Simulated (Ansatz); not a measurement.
# Transmission past a defect: Mo wire along [100], 2 atoms a period, vacancy of one Mo, part 4 of 4

Wanted: the relaxed defect and the transmission past it, beside the channels of the perfect wire.

Ansatz 0.2.0; DFT PBE, plane waves, PAW; relaxation of a wire's period (the session's first sound run).

So far, conductance of the lead as this run defines it (G₀): step 3 (the wire at its relaxed period) 0.0612.

### 5. The open system

This step: DFT PBE, plane waves, PAW; transmission of a junction in a wire (Ansatz 0.2.0).

The cell is now read as a scatterer between two semi-infinite leads, named by two sites one period apart. The scattering states in its self-consistent potential are matched to the leads' states at each energy. One point across is taken, as for a wire in vacuum.

input.yaml

```yaml
crystal:
  lattice:
    - [8.38, 0.0, 0.0]
    - [0.0, 8.38, 0.0]
    - [0.0, 0.0, 27.837210729]
  atoms:
    - { symbol: Mo, position: [0.432941227, 0.432941227, 0.0] }
    - { symbol: Mo, position: [0.567058773, 0.567058773, 0.055555556] }
    - { symbol: Mo, position: [0.432941227, 0.432941227, 0.111111111] }
    - { symbol: Mo, position: [0.567058773, 0.567058773, 0.166666667] }
    - { symbol: Mo, position: [0.432941227, 0.432941227, 0.222222222] }
    - { symbol: Mo, position: [0.567058773, 0.567058773, 0.277777778] }
    - { symbol: Mo, position: [0.4411287763, 0.4413172959, 0.3361342035], spin: 0.4 }
    - { symbol: Mo, position: [0.5866189716, 0.5867226954, 0.3910413603], spin: -0.43 }
    - { symbol: Mo, position: [0.4810113823, 0.4814998152, 0.4522883887], spin: 1.16 }
    - { symbol: Mo, position: [0.4261470717, 0.4256493925, 0.5586357556], spin: -0.85 }
    - { symbol: Mo, position: [0.5652929481, 0.5654665902, 0.6046263817], spin: 0.37 }
    - { symbol: Mo, position: [0.432941227, 0.432941227, 0.666666667] }
    - { symbol: Mo, position: [0.567058773, 0.567058773, 0.722222222] }
    - { symbol: Mo, position: [0.432941227, 0.432941227, 0.777777778] }
    - { symbol: Mo, position: [0.567058773, 0.567058773, 0.833333333] }
    - { symbol: Mo, position: [0.432941227, 0.432941227, 0.888888889] }
    - { symbol: Mo, position: [0.567058773, 0.567058773, 0.944444444] }
magnetization:
  spin_polarized: true
kpoints:
  mp_grid: { grid: [1, 1, 3] }
scf:
  occupations: { method: fermi_dirac, width: 0.05 }
hamiltonian:
  xc: pbe
output:
  transmission:
    e_range: [-1.26, 1.26]
    de: 0.035
    kmesh: [1, 1]
    reduced_basis: true
    leads: [[15, 0]]
  dos: { projected: true, e_range: [-4, 3] }
  write_potential: true
  write_density: true
  volumetric_format: npy
  elf: true
basis:
  ecutwfc: "350 eV"
```

Started as:

```bash
ansatz run input.yaml --threads 4 --pin off --max-ram 16384MiB --backend cpu --events-out ev --progress --plain --runs-dir out
```

Numbers of over 12 decimals in the logs are rounded to 6 here.

The log of the run:

```text
[...]
Crystal: 17 atoms, lattice volume = 1954.851 Å³
Basis set: ecut = 350 eV, 29073 PW (Γ)
Bands: 145, of which v1, the nominal top of the filled ones, is band 119 counted from 1 (118 counted from 0)
Symmetry: 1 space group operations
[...]
k-points: 2 of 3 (time reversal used)
[...]
Starting moments: Σ|m| = 3.21 μB on 5 of 17 sites
[...]
SCF iter   1: F=—  HF=-84214.912782 eV  |F-HF|=—  |Δ(HF+E_count)|=         —  Δρ=1.88e-2 (↑1.86e-2 ↓1.88e-2)  dr2=5.91e1  dr2_m=3.51e-1  M=0.481 μB ∫|m|=4.415 μB  β_m=0.30  ethr=3.10e-3  ⟨swp⟩=9.5  Hψ=2422  notcnv=0
[...]
SCF iter  46: F=-84198.461104 eV  HF=-84198.461104 eV  |F-HF|=4.22e-9  |Δ(HF+E_count)|=   4.28e-9  Δρ=3.01e-7 (↑2.67e-7 ↓3.01e-7)  dr2=5.58e-9  dr2_m=9.94e-10  M=0.473 μB ∫|m|=8.216 μB  ethr=4.86e-12  ⟨swp⟩=1.5  Hψ=1621  notcnv=0
SCF 1 converged in 46 iterations: F = -84198.461104 eV  dr2 = 5.58e-9
[...]
transmission: 64 of 384 steps passed
transmission: 96 of 384 steps passed
[...]
transmission: 384 of 384 steps passed
WARN: The output density's exchange-correlation potential varies sharply where the density is thin. Do not read a vacuum level from v_tot or v_xc, or from such a field of the output density. On a cell that repeats whose density bears no net charge and no dipole along the vacuum's axis use v_es (v_loc + v_h of the components); under efield.dipole_correction with no amplitude use v_es + v_field, which holds any externa [...]
Second SCF, for the conductance: iteration 1, dr2 4.456e-2 eV
Second SCF, for the conductance: iteration 2, dr2 2.896e-2 eV
Second SCF, for the conductance: iteration 3, dr2 1.129e-2 eV
Second SCF, for the conductance: iteration 4, dr2 2.953e-3 eV
Second SCF, for the conductance: iteration 5, dr2 4.651e-4 eV
Second SCF, for the conductance: iteration 6, dr2 1.322e-4 eV
Second SCF, for the conductance: iteration 7, dr2 1.733e-5 eV
Second SCF, for the conductance: iteration 8, dr2 2.366e-5 eV
Second SCF, for the conductance: iteration 9, dr2 9.620e-6 eV
Second SCF, for the conductance: iteration 10, dr2 1.279e-5 eV
Second SCF, for the conductance: iteration 11, dr2 1.346e-6 eV
Second SCF, for the conductance: iteration 12, dr2 1.628e-6 eV
Second SCF, for the conductance: iteration 13, dr2 3.682e-6 eV
Second SCF, for the conductance: iteration 14, dr2 4.418e-6 eV
Second SCF, for the conductance: iteration 15, dr2 4.644e-6 eV
Second SCF, for the conductance: iteration 16, dr2 4.026e-7 eV
Second SCF, for the conductance: iteration 17, dr2 1.917e-7 eV
Second SCF, for the conductance: iteration 18, dr2 1.749e-7 eV
Second SCF, for the conductance: iteration 19, dr2 2.478e-7 eV
Second SCF, for the conductance: iteration 20, dr2 1.030e-7 eV
Second SCF, for the conductance: iteration 21, dr2 3.007e-8 eV
transmission: 64 of 384 steps passed
transmission: 96 of 384 steps passed
[...]
transmission: 384 of 384 steps passed
SCF converged after 46 iterations
Magnetization: 0.4727 μB (119.2363 up, 118.7637 down)
Absolute magnetization: 8.2195 μB (∫|ρ↑−ρ↓|, with the PAW one-centre terms)
[...]
Per-site moments (μB) at R_I (Å): [(-0.00104955, 0.914785), (-0.00731206, 0.914785), (0.017628, 0.914785), (-0.026557, 0.914785), (0.084513, 0.914785), (-0.141641, 0.909644), (0.405591, 0.909644), (-0.428688, 0.871886), (1.168787, 0.871886), (-0.857758, 0.862461), (0.370902, 0.862461), (-0.378126, 0.914785), (0.135125, 0.914785), (-0.087640, 0.914785), (0.022559, 0.914785), (-0.020729, 0.914785), (0.00237442, 0.914785)]
Free energy (F): -84198.461104 eV
[...]
Internal energy: -84198.352119 eV  (E = F + TS)
E sigma→0 (E₀):  -84198.406612 eV
Entropy (-TS):   -0.108985 eV (-6.411 meV/atom)
Fermi energy:    0.076945 eV
[...]
--- Band table (eV) ---
  k-point 0 ↑: bands = [... 115 lower, -0.6614, -0.6307, -0.2829, -0.0195, 0.1444, 0.2085, 0.2986, 0.4288, ... 22 higher]
  k-point 1 ↑: bands = [... 115 lower, -0.6371, -0.4111, -0.3245, -0.0532, 0.1384, 0.2155, 0.2162, 0.4465, ... 22 higher]
  k-point 0 ↓: bands = [... 115 lower, -0.5642, -0.4871, -0.2684, 0.0819, 0.2113, 0.2631, 0.3970, 0.4403, ... 22 higher]
  k-point 1 ↓: bands = [... 115 lower, -0.4958, -0.3665, -0.2624, 0.0134, 0.2123, 0.2751, 0.3969, 0.4532, ... 22 higher]
--- Transmission ---
  basis      : 509 plane waves across, 32 finite elements along
  points     : 1, standing for a mesh of 1 x 1
  filling    : by the input's occupations and mesh, since a second SCF (21 iterations) under fermi_dirac of width 0.025852 eV on a mesh of 1 x 1 x 6 was given up (it leaves the leads farther from neutral, as where the junction pins its level). The conductance of leads with a gap can be off by orders of magnitude
[...]
crystal 0  : Mo2, at the sites [15, 0], period 3.0930 Å, over 18.56 Å; its Hamiltonian steps by up to 57.8 meV: too much for a lead, lay more layers or, if its atoms are ordered, name the step of that order
[...]
filled         : 71.5 meV over the level at which it is neutral
    channels       : 0.000000e0 up, 0.000000e0 down
[...]
slowest decay  : 0.0503 /Å at (0.0000, 0.0000)
  junction   : crystal 0 to crystal 0, -0.08 to 24.67 Å
    transmission   : 0.000000e0 up, 0.000000e0 down
    error estimate : 0.000000e0 up, 0.000000e0 down from the reduction of the transverse basis, at the most 7.741063e-4 at 0.875000 eV
    conductance    : 1.0746e12 S/m² at 300 K (1.0807e12 on every other energy)
    error estimate : 0.6 % from the energy spacing and 1.1 % from band edges of the leads and from resonances (wavevectors taken as independent; lower de), 0.2 % from the reduction of the transverse basis, 394.4 % from the steps of its leads' Hamiltonians or their offsets (lay more layers), 74.1 % from the distance to neutral
    resistance     : 8.5721e-1 Ω µm² beyond half of each lead's own
```

Elapsed: 9.1 min, on 4 threads of Arm Neoverse V1, shared host; peak memory 4.5 GiB.

This step gave:

```
energy at zero smearing                                         : -84198.4066 eV
total moment                                                    : 0.4727 μB
absolute moment                                                 : 8.219 μB
transmission at the energy nearest the Fermi level, spin up     : 0
transmission at the energy nearest the Fermi level, spin down   : 0
channels at the energy nearest the Fermi level, spin up         : 0
channels at the energy nearest the Fermi level, spin down       : 0
step of the lead's Hamiltonian                                  : 57.8 meV
slowest decay in the lead at the energy nearest the Fermi level : 0.0503 Å⁻¹
conductance of the junction                                     : 0.009740 G₀
```

Table of transmission by energy, zero at the Fermi level:

```
energy (eV)  spin up  spin down
      -1.26    0.943      0.724
      -1.19    0.947      0.777
      -1.12    0.951      0.816
      -1.05    0.954      0.847
      -0.98    0.969      0.876
      -0.91     1.26      0.905
      -0.88     1.49      0.924
      -0.84     1.21      0.949
      -0.77     1.04       1.06
      -0.70    0.986       1.31
      -0.63    0.944       1.08
      -0.59    0.920       1.00
      -0.53    0.854      0.930
      -0.46    0.754      0.869
      -0.39    0.615      0.765
      -0.32    0.405      0.667
      -0.24    0.245      0.365
      -0.17        0          0
      -0.10        0          0
      -0.04        0          0
       0.00        0          0
       0.04        0     3.2e-8
       0.10    0.318    0.00597
       0.17    0.484    0.00831
       0.24    0.574    0.00860
       0.32    0.660      0.379
       0.39     1.01      0.608
       0.46     1.09      0.659
       0.53     1.17      0.693
       0.59     1.25      0.746
       0.63     1.28      0.774
       0.70     1.35      0.828
       0.77     1.39      0.870
       0.81     1.39      0.873
       0.84     1.39      0.852
       0.91     1.38      0.406
       0.98     1.45      0.671
       1.05     1.33      0.736
       1.12     1.31      0.793
       1.19     1.44      0.946
       1.23     1.83      0.997
       1.26     1.44       1.06
```

Open channels of the lead against energy, zero at the Fermi level:

```
energy (eV)  spin up  spin down
      -1.26        3          3
      -1.19        3          3
      -1.12        3          3
      -1.05        3          3
      -0.98        3          3
      -0.91        3          3
      -0.84        2          2
      -0.77        2          2
      -0.70        2          2
      -0.63        2          2
      -0.59        2          2
      -0.53        2          2
      -0.46        2          2
      -0.39        2          2
      -0.32        2          2
      -0.24        2          2
      -0.17        0          0
      -0.10        0          0
      -0.04        0          0
       0.00        0          0
       0.04        0          1
       0.10        2          2
       0.17        2          2
       0.24        2          2
       0.32        2          2
       0.39        4          3
       0.46        4          4
       0.53        4          4
       0.59        4          4
       0.63        4          4
       0.70        4          4
       0.77        4          4
       0.84        4          4
       0.91        6          4
       0.98        4          4
       1.05        4          4
       1.12        4          4
       1.19        4          4
       1.26        4          4
```

Projected DOS an atom over height of the atomic layer and energy from the Fermi level.  broadened by a Gaussian of 0.15 eV, since few k-points sample the long cell.

Ten even steps from '0' (0.06 states/eV) to '9' (3.54 states/eV), each cell a mean:
```
43334433434344444
66766756556787666
77776655556666777
55554454443544555
43444353431434443
23332231231322323
11111111230211111
11101010250211111
11111020680311111
12111130840211112
22222121421122222
43344334334334433
54454556556554443
54555676446765554
67776777447775777
66755668568685567
88778879669799778
88899867556679998
55555423223334555
21111101111011111
00000001001000000
00000001000000000
```
Columns: height of the atomic layer (Å) from 0 to 26.3 (not evenly spaced); rows upwards: energy from the Fermi level (eV) from -3.98 to 1.47.

Site moment by atom:

```
atom  site moment (μB)
 Mo1              0.00
 Mo2             -0.01
 Mo3              0.02
 Mo4             -0.03
 Mo5              0.08
 Mo6             -0.14
 Mo7              0.41
 Mo8             -0.43
 Mo9              1.17
Mo10             -0.86
Mo11              0.37
Mo12             -0.38
Mo13              0.14
Mo14             -0.09
Mo15              0.02
Mo16             -0.02
Mo17              0.00
```

Spin density in the ca plane at fractional y = 0.426, with atoms of Mo within 0.2 Å of it.

Ten even steps from '0' (-0.41 e/Å³) to '9' (0.54 e/Å³), each cell a mean:
```
44444444444444444444444444444444444444444444
44444444444444444444444444444444444444444444
44444444444444444444444444444444444444444444
44444444444444444444444444444444444444444444
44444444444444444444444444444444444444444444
44444444444444444444444444444444444444444444
44444444444444444444444444444444444444444444
44444444444444444444444444444444444444444444
45555444444444444444444444444444444444444444
56765444333344444433444444444444444444444444
58986444322334444333444444444444444444444444
69975443200234443223344444344444444444444444
69965443200123443223334443343444444444444444
67754443211013444332234444443444444444444444
55554444331013444432334444444444444444444444
44444444332233444433344444444444444444444444
44444444443334444444444444444444444444444444
44444444444444444444444444444444444444444444
44444444444444444444444444444444444444444444
44444444444444444444444444444444444444444444
44444444444444444444444444444444444444444444
44444444444444444444444444444444444444444444
44444444444444444444444444444444444444444444
```
Columns run along c (16.0 Å, from fractional 0.43 to 1.00 of the cell), rows up along a (8.4 Å). Atoms in or near the plane, at fractional coordinates: Mo at (0.56, 0.43), Mo at (0.67, 0.43), Mo at (0.78, 0.43), Mo at (0.89, 0.43).

ELF in the ca plane at fractional y = 0.426, with atoms of Mo within 0.2 Å of it. It is the smooth field of the valence electrons, not physical close to the nuclei.

Ten even steps from '0' (0.00) to '9' (0.73), each cell a mean:
```
00000000000000000000000000000000000000000000
00000000000000000000000000000000000000000000
11100000000000000000000000000000000000000000
23210000000111111111000001111000001111000011
45431000011111112222111111222111112221111112
66642111123222223443211113443211123443211134
77643222344432224565421124565321235664211246
76433334456542234666532235776422246775322357
64332245556653235656643246666532356666422466
45653245434554345534554345444543455445533554
48995244345555444466555454565455545654555545
59997343589864544899745546998546448997455469
59996343796884535967844538868635359678444488
36774442697884434988944438979634359889344389
33433442489963433799733425898434337996234269
33334542245533442344323422443234323443244224
33334432222223442211123321111134321111233211
22233332211123332111112221111122211111222211
11122221111112221111111111111111111111111111
00111111111111110000000000000000000000000000
00000000000000000000000000000000000000000000
00000000000000000000000000000000000000000000
00000000000000000000000000000000000000000000
```
Columns run along c (16.0 Å, from fractional 0.43 to 1.00 of the cell), rows up along a (8.4 Å). Atoms in or near the plane, at fractional coordinates: Mo at (0.56, 0.43), Mo at (0.67, 0.43), Mo at (0.78, 0.43), Mo at (0.89, 0.43).

Valence density in the ca plane at fractional y = 0.426, with atoms of Mo within 0.2 Å of it. It is the smooth field of the valence electrons, not physical close to the nuclei.

Values in e/Å³, 12 rows by 16 columns, each cell a mean:
```
0.0 0.0 0.0 0.0 0.0 0.0 0.0 0.0 0.0 0.0 0.0 0.0 0.0 0.0 0.0 0.0
0.0 0.0 0.0 0.0 0.0 0.0 0.0 0.0 0.0 0.0 0.0 0.0 0.0 0.0 0.0 0.0
0.0 0.0 0.0 0.0 0.0 0.0 0.0 0.0 0.0 0.0 0.0 0.0 0.0 0.0 0.0 0.0
0.1 0.0 0.0 0.0 0.1 0.1 0.1 0.1 0.1 0.1 0.1 0.1 0.1 0.1 0.1 0.1
0.3 0.2 0.1 0.1 0.2 0.2 0.2 0.2 0.2 0.2 0.2 0.2 0.2 0.2 0.2 0.2
2.0 1.7 0.2 1.0 1.0 0.4 1.3 1.0 0.4 1.3 1.1 0.4 1.1 1.2 0.4 1.0
2.4 2.0 0.3 4.5 3.3 0.5 4.6 3.3 0.4 4.2 3.7 0.4 3.8 4.1 0.4 3.4
0.4 0.3 0.2 2.9 2.0 0.3 2.6 1.7 0.2 2.3 2.0 0.2 2.1 2.2 0.2 1.8
0.0 0.0 0.1 0.2 0.2 0.1 0.2 0.1 0.1 0.1 0.1 0.1 0.1 0.1 0.1 0.1
0.0 0.0 0.0 0.0 0.0 0.0 0.0 0.0 0.0 0.0 0.0 0.0 0.0 0.0 0.0 0.0
0.0 0.0 0.0 0.0 0.0 0.0 0.0 0.0 0.0 0.0 0.0 0.0 0.0 0.0 0.0 0.0
0.0 0.0 0.0 0.0 0.0 0.0 0.0 0.0 0.0 0.0 0.0 0.0 0.0 0.0 0.0 0.0
```
Columns run along c (16.0 Å, from fractional 0.43 to 1.00 of the cell), rows up along a (8.4 Å). Atoms in or near the plane, at fractional coordinates: Mo at (0.56, 0.43), Mo at (0.67, 0.43), Mo at (0.78, 0.43), Mo at (0.89, 0.43).

By hand: the program gives 1.0746 × 10^12 S/m² over the cell's cross-section of 70.22 Å² = 7.022 × 10^-19 m², so one cell conducts 7.546 × 10^-7 S. Divided by G0 = 2e²/h = 7.748 × 10^-5 S this is 0.00974 G0, a resistance of 1325 kΩ.

The conductance is 0.00974 G₀, with 0 spin-up and 0 spin-down channels open in the lead; the transmission at the nearest energy alone would give 0 G₀, so T(E) varies within the thermal window. The lead that this run cuts from its own cell is not the perfect wire: it conducts 0.272 G₀ against 0.0612 G₀ and steps by 58 meV, through another magnetic order, a shifted level or moved atoms, so the run fails as a measure of the defect. The lead's Hamiltonian steps by 57.8 meV, which the program calls too much for a lead. The largest term of the program's error estimate is 394 %.

### 6. The wire at its relaxed period

This step: DFT PBE, plane waves, PAW; channels and complex bands of a perfect wire; changed: scf.occupations = null, scf.max_iter = 80 (Ansatz 0.2.0).

System of this step: Mo wire along [100], 2 atoms a period. The cell holds 2 atoms: 2 Mo. Cell: a = 8.380 Å, b = 8.380 Å, c = 3.093 Å, α = 90.0°, β = 90.0°, γ = 90.0°. Vacuum lies along a and b. The structure's axis is c.

The input of the run on the perfect lead is made doubtful on purpose.

input.yaml

```yaml
crystal:
  lattice:
    - [8.38, 0.0, 0.0]
    - [0.0, 8.38, 0.0]
    - [0.0, 0.0, 3.0930234143]
  atoms:
    - { symbol: Mo, position: [0.432941227, 0.432941227, 0.0] }
    - { symbol: Mo, position: [0.567058773, 0.567058773, 0.5] }
kpoints:
  mp_grid: { grid: [1, 1, 26] }
scf:
  max_iter: 80
hamiltonian:
  xc: pbe
output:
  transmission:
    e_range: [-1.26, 1.26]
    de: 0.035
    kmesh: [1, 1]
    reduced_basis: true
    leads: [[0, 0]]
basis:
  ecutwfc: "350 eV"
```

The log of the run:

```text
Error: YAML parse error: `scf.occupations.method` is required: fixed only where the cell keeps a band gap throughout the run, explicit beside scf.occupations.values (under evaluate: without them), else a smearing such as fermi_dirac (scf.occupations.width is optional; its entry in the input reference gives the default)
```

Wall time 0.03 s (4 threads); peak memory 0.022 GiB.

The input was rejected at the start.

The program's message: “Error: YAML parse error: `scf.occupations.method` is required: fixed only where the cell keeps a band gap throughout the run, explicit beside scf.occupations.values (under evaluate: without them), els …”

The change that led to it: scf.occupations = null.

### 7. Summary of results

```
conductance of the perfect wire : 0.0612 G₀
conductance, vacancy of one Mo  : 0.00974 G₀ (on a lead unlike the perfect wire, no measure of the defect) (one error term of 394 %, so a rough value at best)
```

The lead that this run cuts from its own cell is not the perfect wire: it conducts 0.272 G₀ against 0.0612 G₀ and steps by 58 meV, through another magnetic order, a shifted level or moved atoms, so the run fails as a measure of the defect. A plain interpolation of the computed T(E) gives 0.00861 G₀ for that run; the program's 0.00974 G₀ comes from its own average, which also places band edges between the computed energies. Transport is coherent and elastic here: the atoms are frozen, so scattering by vibrations plays no part. The free region is short: held atoms still bear up to 0.8 eV/Å after a relaxation. No search over magnetic orders was made; another may lie lower. In 1 run the program finds the step of the lead's Hamiltonian too large, so longer leads may change the transmission. One term of the program's error estimate for a conductance, of a junction or of the perfect wire, reaches 394 % in this session. A cutoff under the files' recommended one was taken to save time; its effect on T(E) was not tested here. The second SCF at the leads' temperature was given up in a run, so its level rests on the typed smearing.

[Logs are printed without paths, hosts, clocks, repeated set-up lines and the standing remarks that a program may print on its own settings, such as how far it seeks lower states.]

[Hosts, paths, dates, database ids (printed as entryN), source tags and the programs' standing remarks are cut or masked in the printed files.]
